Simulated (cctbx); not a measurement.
# Interatomic vectors of PrFe2S4

Space group R-3m (no. 166), a = 4.3020 Å, b = 4.3020 Å, c = 31.2390 Å, α = 90.00°, β = 90.00°, γ = 120.00°, content Pr3 Fe6 S12.

Simulated single-crystal data (cctbx): Mo Kα, λ = 0.71073 Å, to d = 0.6 Å, 70 % of the full sphere, strongest reflection 70000 counts, noise from counting, a 6 % proportional error and a noise floor of 8 counts (s.d.); no absorption.

Patterson synthesis, origin scaled to 1000:

```text
Patterson group R -3 m :H
      u       v       w   height  length (A)
  0.000   0.000   0.000   1000.0     0.00
  0.000   0.000   0.215    505.0     6.73
  0.000   0.000   0.128    286.1     4.01
  0.000   0.000   0.294    261.0     9.19
  0.000   0.000   0.084    183.1     2.61
  0.000   0.000   0.427    134.0    13.34
  0.000   0.000   0.500    108.1    15.62
  0.000   0.000   0.344     94.8    10.74
  0.000   0.000   0.166     48.9     5.19
  0.000   0.000   0.260     22.3     8.11
  0.043   0.086   0.678      2.2    10.06
  0.110   0.219   0.879     -0.4     3.88
  0.041   0.520   0.315     -0.9    10.06
  0.028   0.514   0.233     -1.9     7.59
```

Q: Assign the vectors.

A peak at u stands for all pairs with xi − xj = u, with weight Σ ZiZj against Σ Z² = 17571 at the origin. Peak heights follow these weights only roughly, since form factors, motion and series ripples differ, all vectors within 0.55 Å of a peak are counted as merged into it though the farther ones add only part of their weight, and F(000) is left out, which lowers the whole map:

| u | v | w | shortest length (Å) | height | 1000 ΣZiZj/ΣZ² | pairs in the cell |
| --- | --- | --- | --- | --- | --- | --- |
| 0.000 | 0.000 | 0.215 | 4.45 | 505 | 524 | 6 × Pr–Fe |
| 0.000 | 0.000 | 0.128 | 4.00 | 286 | 322 | 6 × Pr–S |
| 0.000 | 0.000 | 0.294 | 2.77 | 261 | 322 | 6 × Pr–S |
| 0.000 | 0.000 | 0.084 | 2.62 | 183 | 284 | 12 × Fe–S |
| 0.000 | 0.000 | 0.427 | 3.84 | 134 | 247 | 9 × S–S, 3 × Fe–Fe |
| 0.000 | 0.000 | 0.500 | 5.77 | 108 | 284 | 12 × Fe–S |
| 0.000 | 0.000 | 0.344 | 2.51 | 95 | 142 | 6 × Fe–S |
| 0.000 | 0.000 | 0.166 | 5.19 | 49 | 87 | 6 × S–S |

The table stops at ten peaks or at a height of 45, below which ripples compete. In the model behind the data Pr, the heaviest element, has 1 independent site: (0, 0, 0), up to an allowed shift of origin. No listed peak is a Pr–Pr vector, so the position follows from the cell content and the cross vectors. The whole model:

| atom | mult. | x | y | z | Ueq (Å²) |
| --- | --- | --- | --- | --- | --- |
| Pr1 | 3 | 0 | 0 | 0 | 0.0130 |
| Fe1 | 6 | 2/3 | 1/3 | 0.1178 | 0.0149 |
| S1 | 6 | 2/3 | 1/3 | 0.0395 | 0.0200 |
| S2 | 6 | 2/3 | 1/3 | 0.2049 | 0.0163 |

This is a model crystal, built by substitution and not relaxed, with assumed displacement parameters.

[Logs are printed without paths, hosts, clocks, repeated set-up lines and the standing remarks that a program may print on its own settings, such as how far it seeks lower states.]
